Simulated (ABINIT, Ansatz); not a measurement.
# Al3In (Fm-3m): zone-centre phonons, part 3 of 3

Wanted: the vibrations of Al3In (Fm-3m) at Γ, by two programs.

ABINIT 10.8.3; DFT PBEsol, scalar-relativistic, plane waves, PseudoDojo norm-conserving pseudopotentials.

So far. Step 5 (Ground state): The cell stands at -0.37 GPa: the relaxation ran with a smoothed and higher cutoff, and the difference is a stress of the finite basis. Step 6 (Linear response at Γ): The acoustic modes at Γ come out as far as 5.5 cm⁻¹ from zero, where they should vanish, a small numerical error. The relaxed cell has a = 6.744 Å (conventional setting).

The structure was built from a prototype and need not be the compound's stable phase.

## (7) Zone-centre analysis

anaddb reads the merged derivatives and imposes the acoustic sum rule.

The input, anaddb.abi:

```
ddb_filepath "gamma_DDB"
output_file "anaddb.abo"
outdata_prefix "anaddb"
asr 1
chneut 1
enunit 2
eivec 1
nph1l 1
qph1l 0.0 0.0 0.0 1.0
```

The input, mrgddb.in:

```
gamma_DDB
merged
2
dfpt_gammao_DDB
gso_DDB
```

Run with:

```
> mrgddb < mrgddb.in > mrgddb.log
> OMP_NUM_THREADS=1 anaddb anaddb.abi > anaddb.log
```

Numbers of over 12 decimals in the logs are rounded to 6 here.

anaddb.abo, the main output file:

```text
-outvars_anaddb: echo values of input variables ----------------------

 Miscellaneous information :
      enunit         2
       eivec         1
         asr         1
 First list of wavevector (reduced coord.) :
       nph1l         1
       qph1l
                     0.00000000E+00  0.00000000E+00  0.00000000E+00    1.000E+00

================================================================================

 read the DDB information and perform some checks

  ==== Info on the Cryst% object ====
 Real(R)+Recip(G) space primitive vectors, cartesian coordinates (Bohr,Bohr^-1):
 R(1)= -6.3724597  0.0000000  6.3724597  G(1)= -0.0784626 -0.0784626  0.0784626
 R(2)=  0.0000000  6.3724597  6.3724597  G(2)=  0.0784626  0.0784626  0.0784626
 R(3)= -6.3724597  6.3724597  0.0000000  G(3)= -0.0784626  0.0784626 -0.0784626
 Unit cell volume ucvol=  5.1754878E+02 bohr^3
 Angles (23,13,12)=  6.00000000E+01  6.00000000E+01  6.00000000E+01 degrees
 Time-reversal symmetry is present
 Reduced atomic positions [iatom, xred, symbol]:
    1)    0.0000000  0.0000000  0.0000000  In
    2)    0.5000000  0.5000000  0.5000000  Al
    3)    0.7500000  0.7500000  0.7500000  Al
    4)    0.2500000  0.2500000  0.2500000  Al

 DDB file with 3 blocks has been read.

================================================================================

 Treat the first list of vectors

  Phonon wavevector (reduced coordinates) :  0.00000  0.00000  0.00000
 Phonon energies in Hartree :
   0.000000E+00  0.000000E+00  0.000000E+00  6.554857E-04  6.554857E-04
   6.554857E-04  7.139683E-04  7.139683E-04  7.139683E-04  9.104042E-04
   9.104042E-04  9.104042E-04
 Phonon energies in meV     :
-  0.000000E+00  0.000000E+00  0.000000E+00  1.783668E+01  1.783668E+01
-  1.783668E+01  1.942807E+01  1.942807E+01  1.942807E+01  2.477336E+01
-  2.477336E+01  2.477336E+01
 Phonon frequencies in cm-1    :
-  0.000000E+00  0.000000E+00  0.000000E+00  1.438625E+02  1.438625E+02
-  1.438625E+02  1.566979E+02  1.566979E+02  1.566979E+02  1.998106E+02
-  1.998106E+02  1.998106E+02
 Phonon frequencies in Thz     :
-  0.000000E+00  0.000000E+00  0.000000E+00  4.312889E+00  4.312889E+00
-  4.312889E+00  4.697686E+00  4.697686E+00  4.697686E+00  5.990172E+00
-  5.990172E+00  5.990172E+00
 Phonon energies in Kelvin  :
-  0.000000E+00  0.000000E+00  0.000000E+00  2.069860E+02  2.069860E+02
-  2.069860E+02  2.254534E+02  2.254534E+02  2.254534E+02  2.874829E+02
-  2.874829E+02  2.874829E+02

 Eigendisplacements
 (will be given, for each mode : in cartesian coordinates
   for each atom the real part of the displacement vector,
   then the imaginary part of the displacement vector - absolute values smaller than 1.0d-7 are set to zero)
  Mode number    1   Energy    0.000000E+00
 Attention : low frequency mode.
   (Could be unstable or acoustic mode)
-  1  0.00000000E+00  0.00000000E+00 -1.67400066E-03
-     0.00000000E+00  0.00000000E+00  0.00000000E+00
-  2  0.00000000E+00  0.00000000E+00 -1.67395323E-03
-     0.00000000E+00  0.00000000E+00  0.00000000E+00
-  3  0.00000000E+00  0.00000000E+00 -1.67398556E-03
-     0.00000000E+00  0.00000000E+00  0.00000000E+00
-  4  0.00000000E+00  0.00000000E+00 -1.67398556E-03
-     0.00000000E+00  0.00000000E+00  0.00000000E+00
  Mode number    2   Energy    0.000000E+00
 Attention : low frequency mode.
   (Could be unstable or acoustic mode)
-  1  0.00000000E+00  1.67400066E-03  0.00000000E+00
-     0.00000000E+00  0.00000000E+00  0.00000000E+00
-  2  0.00000000E+00  1.67395323E-03  0.00000000E+00
-     0.00000000E+00  0.00000000E+00  0.00000000E+00
-  3  0.00000000E+00  1.67398556E-03  0.00000000E+00
-     0.00000000E+00  0.00000000E+00  0.00000000E+00
-  4  0.00000000E+00  1.67398556E-03  0.00000000E+00
-     0.00000000E+00  0.00000000E+00  0.00000000E+00
  Mode number    3   Energy    0.000000E+00
 Attention : low frequency mode.
   (Could be unstable or acoustic mode)
-  1  1.67400066E-03  0.00000000E+00  0.00000000E+00
-     0.00000000E+00  0.00000000E+00  0.00000000E+00
-  2  1.67395324E-03  0.00000000E+00  0.00000000E+00
-     0.00000000E+00  0.00000000E+00  0.00000000E+00
-  3  1.67398556E-03  0.00000000E+00  0.00000000E+00
-     0.00000000E+00  0.00000000E+00  0.00000000E+00
-  4  1.67398556E-03  0.00000000E+00  0.00000000E+00
-     0.00000000E+00  0.00000000E+00  0.00000000E+00
  Mode number    4   Energy    6.554857E-04
-  1  0.00000000E+00  0.00000000E+00  1.29607921E-03
-     0.00000000E+00  0.00000000E+00  0.00000000E+00
-  2  0.00000000E+00  0.00000000E+00 -3.26275744E-03
-     0.00000000E+00  0.00000000E+00  0.00000000E+00
-  3  0.00000000E+00  0.00000000E+00 -1.12641166E-03
-     0.00000000E+00  0.00000000E+00  0.00000000E+00
-  4  0.00000000E+00  0.00000000E+00 -1.12641166E-03
-     0.00000000E+00  0.00000000E+00  0.00000000E+00
  Mode number    5   Energy    6.554857E-04
-  1  0.00000000E+00  1.29607921E-03  0.00000000E+00
-     0.00000000E+00  0.00000000E+00  0.00000000E+00
-  2  0.00000000E+00 -3.26275744E-03  0.00000000E+00
-     0.00000000E+00  0.00000000E+00  0.00000000E+00
-  3  0.00000000E+00 -1.12641166E-03  0.00000000E+00
-     0.00000000E+00  0.00000000E+00  0.00000000E+00
-  4  0.00000000E+00 -1.12641166E-03  0.00000000E+00
-     0.00000000E+00  0.00000000E+00  0.00000000E+00
  Mode number    6   Energy    6.554857E-04
-  1  1.29607921E-03  0.00000000E+00  0.00000000E+00
-     0.00000000E+00  0.00000000E+00  0.00000000E+00
-  2 -3.26275744E-03  0.00000000E+00  0.00000000E+00
-     0.00000000E+00  0.00000000E+00  0.00000000E+00
-  3 -1.12641166E-03  0.00000000E+00  0.00000000E+00
-     0.00000000E+00  0.00000000E+00  0.00000000E+00
-  4 -1.12641166E-03  0.00000000E+00  0.00000000E+00
-     0.00000000E+00  0.00000000E+00  0.00000000E+00
  Mode number    7   Energy    7.139683E-04
-  1  0.00000000E+00  0.00000000E+00  0.00000000E+00
-     0.00000000E+00  0.00000000E+00  0.00000000E+00
-  2  0.00000000E+00  0.00000000E+00  0.00000000E+00
-     0.00000000E+00  0.00000000E+00  0.00000000E+00
-  3  0.00000000E+00  1.05623356E-07 -3.18839113E-03
-     0.00000000E+00  0.00000000E+00  0.00000000E+00
-  4  0.00000000E+00 -1.05623356E-07  3.18839113E-03
-     0.00000000E+00  0.00000000E+00  0.00000000E+00
  Mode number    8   Energy    7.139683E-04
-  1  0.00000000E+00  0.00000000E+00  0.00000000E+00
-     0.00000000E+00  0.00000000E+00  0.00000000E+00
-  2  0.00000000E+00  0.00000000E+00  0.00000000E+00
-     0.00000000E+00  0.00000000E+00  0.00000000E+00
-  3  0.00000000E+00  3.18839113E-03  1.05623578E-07
-     0.00000000E+00  0.00000000E+00  0.00000000E+00
-  4  0.00000000E+00 -3.18839113E-03 -1.05623578E-07
-     0.00000000E+00  0.00000000E+00  0.00000000E+00
  Mode number    9   Energy    7.139683E-04
-  1  0.00000000E+00  0.00000000E+00  0.00000000E+00
-     0.00000000E+00  0.00000000E+00  0.00000000E+00
-  2  0.00000000E+00  0.00000000E+00  0.00000000E+00
-     0.00000000E+00  0.00000000E+00  0.00000000E+00
-  3  3.18839113E-03  0.00000000E+00  0.00000000E+00
-     0.00000000E+00  0.00000000E+00  0.00000000E+00
-  4 -3.18839113E-03  0.00000000E+00  0.00000000E+00
-     0.00000000E+00  0.00000000E+00  0.00000000E+00
  Mode number   10   Energy    9.104042E-04
-  1  0.00000000E+00  0.00000000E+00 -5.43726713E-04
-     0.00000000E+00  0.00000000E+00  0.00000000E+00
-  2  0.00000000E+00  0.00000000E+00 -2.62373216E-03
-     0.00000000E+00  0.00000000E+00  0.00000000E+00
-  3  0.00000000E+00  0.00000000E+00  2.46876631E-03
-     0.00000000E+00  0.00000000E+00  0.00000000E+00
-  4  0.00000000E+00  0.00000000E+00  2.46876631E-03
-     0.00000000E+00  0.00000000E+00  0.00000000E+00
  Mode number   11   Energy    9.104042E-04
-  1  0.00000000E+00  5.43726713E-04  0.00000000E+00
-     0.00000000E+00  0.00000000E+00  0.00000000E+00
-  2  0.00000000E+00  2.62373216E-03  0.00000000E+00
-     0.00000000E+00  0.00000000E+00  0.00000000E+00
-  3  0.00000000E+00 -2.46876631E-03  0.00000000E+00
-     0.00000000E+00  0.00000000E+00  0.00000000E+00
-  4  0.00000000E+00 -2.46876631E-03  0.00000000E+00
-     0.00000000E+00  0.00000000E+00  0.00000000E+00
  Mode number   12   Energy    9.104042E-04
-  1  5.43726713E-04  0.00000000E+00  0.00000000E+00
-     0.00000000E+00  0.00000000E+00  0.00000000E+00
-  2  2.62373216E-03  0.00000000E+00  0.00000000E+00
-     0.00000000E+00  0.00000000E+00  0.00000000E+00
-  3 -2.46876631E-03  0.00000000E+00  0.00000000E+00
-     0.00000000E+00  0.00000000E+00  0.00000000E+00
-  4 -2.46876631E-03  0.00000000E+00  0.00000000E+00
-     0.00000000E+00  0.00000000E+00  0.00000000E+00

 Analysis of degeneracies and characters (maximum tolerance=1.00E-06 a.u.)
 For each vibration mode, or group of modes if degenerate,
 the characters are given for each symmetry operation (see the list in the log file).
 Symmetry characters of vibration mode #   1
       degenerate with vibration modes #   2 to    3
  3.0 -3.0 -1.0  1.0 -1.0  1.0 -1.0  1.0  1.0 -1.0 -1.0  1.0  1.0 -1.0 -1.0  1.0
  0.0 -0.0 -0.0  0.0  0.0 -0.0 -0.0  0.0  1.0 -1.0 -1.0  1.0 -1.0  1.0  1.0 -1.0
  0.0 -0.0  0.0 -0.0 -0.0  0.0 -0.0  0.0  1.0 -1.0  1.0 -1.0 -1.0  1.0 -1.0  1.0
 Symmetry characters of vibration mode #   4
       degenerate with vibration modes #   5 to    6
  3.0 -3.0 -1.0  1.0 -1.0  1.0 -1.0  1.0  1.0 -1.0 -1.0  1.0  1.0 -1.0 -1.0  1.0
 -0.0  0.0  0.0 -0.0 -0.0  0.0  0.0 -0.0  1.0 -1.0 -1.0  1.0 -1.0  1.0  1.0 -1.0
 -0.0  0.0  0.0 -0.0  0.0 -0.0  0.0 -0.0  1.0 -1.0  1.0 -1.0 -1.0  1.0 -1.0  1.0
 Symmetry characters of vibration mode #   7
       degenerate with vibration modes #   8 to    9
  3.0  3.0 -1.0 -1.0 -1.0 -1.0 -1.0 -1.0  1.0  1.0 -1.0 -1.0  1.0  1.0 -1.0 -1.0
  0.0  0.0 -0.0 -0.0  0.0  0.0 -0.0 -0.0  1.0  1.0 -1.0 -1.0 -1.0 -1.0  1.0  1.0
  0.0  0.0  0.0  0.0 -0.0 -0.0 -0.0 -0.0  1.0  1.0  1.0  1.0 -1.0 -1.0 -1.0 -1.0
 Symmetry characters of vibration mode #  10
       degenerate with vibration modes #  11 to   12
  3.0 -3.0 -1.0  1.0 -1.0  1.0 -1.0  1.0  1.0 -1.0 -1.0  1.0  1.0 -1.0 -1.0  1.0
  0.0 -0.0 -0.0  0.0  0.0 -0.0 -0.0  0.0  1.0 -1.0 -1.0  1.0 -1.0  1.0  1.0 -1.0
  0.0 -0.0  0.0 -0.0 -0.0  0.0 -0.0  0.0  1.0 -1.0  1.0 -1.0 -1.0  1.0 -1.0  1.0
-
```

It took 0.57 s on 1 thread of Arm Neoverse V2, shared host.

This step gave:

| Quantity | Value |
| --- | --- |
| lowest optical zone-centre mode | 143.9 cm⁻¹ |

No LO-TO term; unit eigenvectors of the mass-weighted matrix, from anaddb's displacements. Modes at Γ, with each element's share of the kinetic energy:

```
mode  frequency (cm⁻¹)  symmetry  In %  Al %
   1               0.0  acoustic    59    41
   2               0.0  acoustic    59    41
   3               0.0  acoustic    59    41
   4             143.9       T1u    35    65
   5             143.9       T1u    35    65
   6             143.9       T1u    35    65
   7             156.7       T2g     0   100
   8             156.7       T2g     0   100
   9             156.7       T2g     0   100
  10             199.8       T1u     6    94
  11             199.8       T1u     6    94
  12             199.8       T1u     6    94
```

Displacements in mode 4 (143.9 cm⁻¹), the largest set to 1:
```
In1  0.00  0.00  0.40
Al2  0.00  0.00 -1.00
Al3  0.00  0.00 -0.35
Al4  0.00  0.00 -0.35
```

Displacements in mode 10 (199.8 cm⁻¹), the largest set to 1:
```
In1  0.00  0.00 -0.21
Al2  0.00  0.00 -1.00
Al3  0.00  0.00  0.94
Al4  0.00  0.00  0.94
```

The rule moves no optical mode by more than 0.1 cm⁻¹.

## (8) Cross-check with Ansatz

A second program on the same cell, potentials, cutoff and meshes tests the implementation of the phonon response, not its convergence.

This step: DFT PBEsol, scalar-relativistic, plane waves, PseudoDojo norm-conserving pseudopotentials (Ansatz 0.2.0).

The input, input.yaml:

```yaml
crystal:
  lattice:
    - [-3.3721604416, 0.0, 3.3721604416]
    - [0.0, 3.3721604416, 3.3721604416]
    - [-3.3721604416, 3.3721604416, 0.0]
  atoms:
    - { symbol: In, position: [0.0, 0.0, 0.0] }
    - { symbol: Al, position: [0.5, 0.5, 0.5] }
    - { symbol: Al, position: [0.75, 0.75, 0.75] }
    - { symbol: Al, position: [0.25, 0.25, 0.25] }
kpoints:
  mp_grid: { grid: [8, 8, 8] }
hamiltonian:
  xc: pbesol
  pseudopotentials: { kind: nc, accuracy: standard }
scf:
  occupations: { method: gaussian, width: 0.27211 }
output:
  eigenvalues: true
basis:
  ecutwfc: 843.553
phonons:
  method: dfpt
```

Run with:

```
> ansatz run input.yaml --threads 4 --pin off --max-ram 8192MiB --backend cpu --events-out ev --progress --plain --runs-dir out
```

What it wrote:

```text
Warning: basis.ecutwfc = 843.553 eV is below the records' recommended 952.398519 eV, and the density's cutoff is lower with it unless basis.ecutrho_ratio is high enough to keep the records' density cutoff: compare with a run at a higher cutoff
zone centre: on kpoints.mp_grid the ground state, and the responses unless they are solved on pairs of k-points, stand on 59 of the mesh's 512 k-points, reduced under 8 symmetry operations, with k and −k counted as one. Each operation leaves every solved displacement unchanged or reverses it
Engine: ansatz 0.2.0, aarch64-unknown-linux-gnu
Pseudopotentials: kind: nc
Pseudopotential: In, nc, valence charge 13, recommended cutoff 952.398519 eV (normal), In.nc.azcp (PseudoDojo's, or run here from an input of PseudoDojo's; its table is named by hamiltonian.pseudopotentials.accuracy)
Pseudopotential: Al, nc, valence charge 3, recommended cutoff 544.227725 eV (normal), Al.nc.azcp (PseudoDojo's, or run here from an input of PseudoDojo's; its table is named by hamiltonian.pseudopotentials.accuracy)
Functional definition: PBEsol
  exchange = pbesol_x
  correlation = pbesol_c
Crystal: 4 atoms, lattice volume = 76.693 Å³
Basis set: ecut = 843.553 eV, 4279 PW (Γ), exchange–correlation on 96×96×96 points (8 copies of the dense FFT grid, shifted against one another)
Bands: 15, of which v1, the nominal top of the filled ones, is band 11 counted from 1 (10 counted from 0)
Symmetry: 48 space group operations
k-points: 59 of 512 (irreducible under 8 space group operations, time reversal used)
Non-local potential: In, projectors of the file, l = 0: 2, l = 1: 2, l = 2: 2
Non-local potential: Al, projectors of the file, l = 0: 2, l = 1: 2, l = 2: 2
Initial density: superposition of atomic densities (chi_scale 0.1, normalization cell, long waves kept (reshape's long-wave potential 0.00 eV rms))
Initial wavefunctions: pseudopotential atomic-orbital guess
Functional: x = pbesol(κ = 0.804, μ = 0.123457), c = pbesol(β = 0.046)
SCF iter   1: F=—  HF=-1992.891216 eV  |F-HF|=—  |Δ(HF+E_count)|=         —  Δρ=2.34e-2  dr2=6.35e-1  ethr=3.10e-3  ⟨swp⟩=7.1  Hψ=11340  notcnv=0
automatic band count: the SCF goes on with 19 bands, as 15 were too few: they end inside the smearing window of the response
preconditioner: auto → Kerker (q_TF=auto, 2.216 Å⁻¹)  [metal: Δε(μ)=0.120 eV  Ē_g=12.336 eV  σ=0.272 eV  W_gap=0.24  n_scr=14 (ndim 8)  ℏωp=19.9 eV  f_vac=0.000  D(μ)=1.88/eV (n_scr^D=14)]
SCF iter   2: F=—  HF=-1992.714831 eV  |F-HF|=—  |Δ(HF+E_count)|=   1.76e-1  Δρ=1.32e-2  dr2=2.04e-1  ethr=2.89e-3  ⟨swp⟩=1.0  Hψ=1593  notcnv=0
SCF iter   3: F=—  HF=-1992.642824 eV  |F-HF|=—  |Δ(HF+E_count)|=   7.20e-2  Δρ=3.21e-3  dr2=5.16e-3  ethr=9.26e-4  ⟨swp⟩=2.7  Hψ=1608  notcnv=0
SCF iter   4: F=—  HF=-1992.641014 eV  |F-HF|=—  |Δ(HF+E_count)|=   1.81e-3  Δρ=1.17e-3  dr2=4.30e-4  ethr=2.35e-5  ⟨swp⟩=2.0  Hψ=1330  notcnv=0
SCF iter   5: F=—  HF=-1992.640830 eV  |F-HF|=—  |Δ(HF+E_count)|=   1.84e-4  Δρ=1.62e-4  dr2=1.73e-5  ethr=1.96e-6  ⟨swp⟩=2.1  Hψ=1349  notcnv=0
SCF iter   6: F=—  HF=-1992.640822 eV  |F-HF|=—  |Δ(HF+E_count)|=   8.37e-6  Δρ=2.05e-5  dr2=2.67e-7  ethr=7.88e-8  ⟨swp⟩=2.8  Hψ=1754  notcnv=0
SCF iter   7: F=—  HF=-1992.640770 eV  |F-HF|=—  |Δ(HF+E_count)|=   5.21e-5  Δρ=5.25e-6  dr2=1.94e-8  ethr=1.21e-9  ⟨swp⟩=3.2  Hψ=2362  notcnv=0  defer=22
SCF iter   8: F=—  HF=-1992.640770 eV  |F-HF|=—  |Δ(HF+E_count)|=   7.42e-9  Δρ=4.76e-7  dr2=1.64e-10  ethr=8.83e-11  ⟨swp⟩=2.2  Hψ=1681  notcnv=0  defer=22
SCF iter   9: F=-1992.640770 eV  HF=-1992.640770 eV  |F-HF|=5.68e-12  |Δ(HF+E_count)|=  8.55e-11  Δρ=9.46e-8  dr2=6.14e-12  ethr=1.00e-12  ⟨swp⟩=16.4  Hψ=9766  notcnv=0
SCF 1 converged in 9 iterations: F = -1992.640770 eV  dr2 = 6.14e-12
DFPT response loops at Γ: preconditioner auto → Kerker (q_TF=auto, 2.216 Å⁻¹) (partly filled bands, converged f_vac=0.000); β = 1.00, the filter's whole step (`scf.mixing.beta` (0.50) is not read by the response loops under this deck's `scf.mixing.preconditioner`; to damp them name `kerker` or `kerker_dos`, under which they read `scf.mixing.beta`, and type it under 1.00, their step now; both keys bind the ground state too); Broyden in place of MSR1
SCF converged after 9 iterations
Free energy (F): -1992.640770 eV
Harris-Foulkes:  -1992.640770 eV  (|F-HF|=5.68e-12)
Internal energy: -1992.572042 eV  (E = F + TS)
E sigma→0 (E₀):  -1992.606406 eV
Entropy (-TS):   -0.068728 eV (-17.182 meV/atom)
Fermi energy:    8.693711 eV
--- Per-component energies (eV) ---
  E_band       = -5.047909
  E_kinetic    = 1202.540745
  E_local      = -1494.468353  (includes V_loc(G=0)·N_el)
  E_nonlocal   = -365.091777
  E_hartree    = 526.602341
  E_xc         = -626.779038
  E_vxc        = -401.233105  (∫ρ·V_xc dr)
  E_ewald      = -1235.375960
  E_smearing   = -0.068728  (= −TS)
  E_closure    = -0.000000  (closes the sum)
  Σ components = -1992.640770   (vs F -1992.640770, Δ=0.00e0)
--- Band table (eV; the first three rows and the last of 59) ---
  k-point 0: bands = [... 7 lower, 7.8698, 7.8698, 8.0490, 8.0710, 8.2833, 8.2833, 8.2833, 10.2360, ... 4 higher]
  k-point 1: bands = [... 7 lower, 7.3849, 7.3849, 7.4504, 8.9873, 9.0466, 9.0466, 9.5501, 9.5635, ... 4 higher]
  k-point 2: bands = [... 7 lower, 7.0241, 7.0241, 7.1149, 8.5556, 8.5556, 8.5879, 10.2035, 10.2892, ... 4 higher]
  k-point 58: bands = [... 7 lower, 4.6966, 4.6966, 4.7211, 5.1904, 13.3643, 13.3643, 13.4504, 13.4504, ... 4 higher]
--- Phonons (Γ-DFPT): 3 representative perturbations + reference, on 59 of 512 k-points (Σ response iterations 9) ---
  k mesh reduced under 8 symmetry operations, with k and −k counted as one. Each operation leaves every solved displacement unchanged or reverses it
  ASR residual: 2.663e-4 → 0.000e0 eV/Å²; symmetrization residual: 1.588e-6 eV/Å²
  ASR residual per site (eV/Å²): 2.66e-4 2.13e-5 1.48e-5 1.48e-5
  Γ frequencies (cm⁻¹): 0.00 0.00 0.00 143.87 143.87 143.87 156.68 156.68 156.68 199.81 199.81 199.81
  non-analytic LO–TO correction: not included (Born effective charges unavailable; polar crystals: no LO–TO splitting at Γ)
```

The job ended after 16 s (4 threads; peak memory 1.1 GiB; 63 s of CPU time).

Read from the output:

| Property | Result |
| --- | --- |
| sum-rule residual before enforcement | 2.66e-4 eV/Å² |

## (9) The two compared: ABINIT PseudoDojo and Ansatz, PseudoDojo

Numbers from this step:

- root-mean-square difference: 0.01 cm⁻¹
- largest difference: 0.02 cm⁻¹

Frequencies side by side, by row:

```
q (reciprocal lattice)  mode  ABINIT PseudoDojo (cm⁻¹)  Ansatz, PseudoDojo (cm⁻¹)
                 0 0 0     1                         0                          0
                 0 0 0     2                         0                          0
                 0 0 0     3                         0                          0
                 0 0 0     4                     143.9                      143.9
                 0 0 0     5                     143.9                      143.9
                 0 0 0     6                     143.9                      143.9
                 0 0 0     7                     156.7                      156.7
                 0 0 0     8                     156.7                      156.7
                 0 0 0     9                     156.7                      156.7
                 0 0 0    10                     199.8                      199.8
                 0 0 0    11                     199.8                      199.8
                 0 0 0    12                     199.8                      199.8
```

At the zone centre the largest difference (acoustic modes at Γ apart) is 0.01 % of the highest mode.

## (10) What came out

| Item | Value |
| --- | --- |
| space group after relaxation | Fm-3m |
| volume per atom | 19.2 Å³ |
| highest optical zone-centre mode (no LO-TO term) | 199.8 cm⁻¹ |
| lowest optical zone-centre mode | 143.9 cm⁻¹ |
| imaginary optical modes at the zone centre (no q mesh in this session) | none |
| largest difference from Ansatz, PseudoDojo | 0.02 cm⁻¹ |

In words: At the PBEsol level the optical modes of Al3In (Fm-3m) at the zone centre run from 144 to 200 cm⁻¹. The base run prints -0.37 GPa, mostly the error of a finite basis; the relaxation, with a smoothed and higher cutoff, had brought the cell to rest. ABINIT PseudoDojo and Ansatz, PseudoDojo agree to 0.02 cm⁻¹ (0.01 % of the highest mode compared) on all solved modes but the acoustic ones at Γ, without the LO-TO term. These are harmonic frequencies at zero temperature: anharmonic shifts and linewidths and thermal expansion are left out. In a metal the frequencies hang on the k mesh and the smearing, most of all near Kohn anomalies. Ansatz warns that the cutoff lies 11 % under the one recommended for these files; agreement at one cutoff is not convergence. The structure is a hypothetical one, built on a prototype.

[Host names and launcher messages were left out of these logs when they were recorded.]

[Logs are printed without paths, hosts, clocks, repeated set-up lines and the standing remarks that a program may print on its own settings, such as how far it seeks lower states.]

[Hosts, paths, dates, database ids (printed as entryN), source tags and the programs' standing remarks are cut or masked in the printed files.]
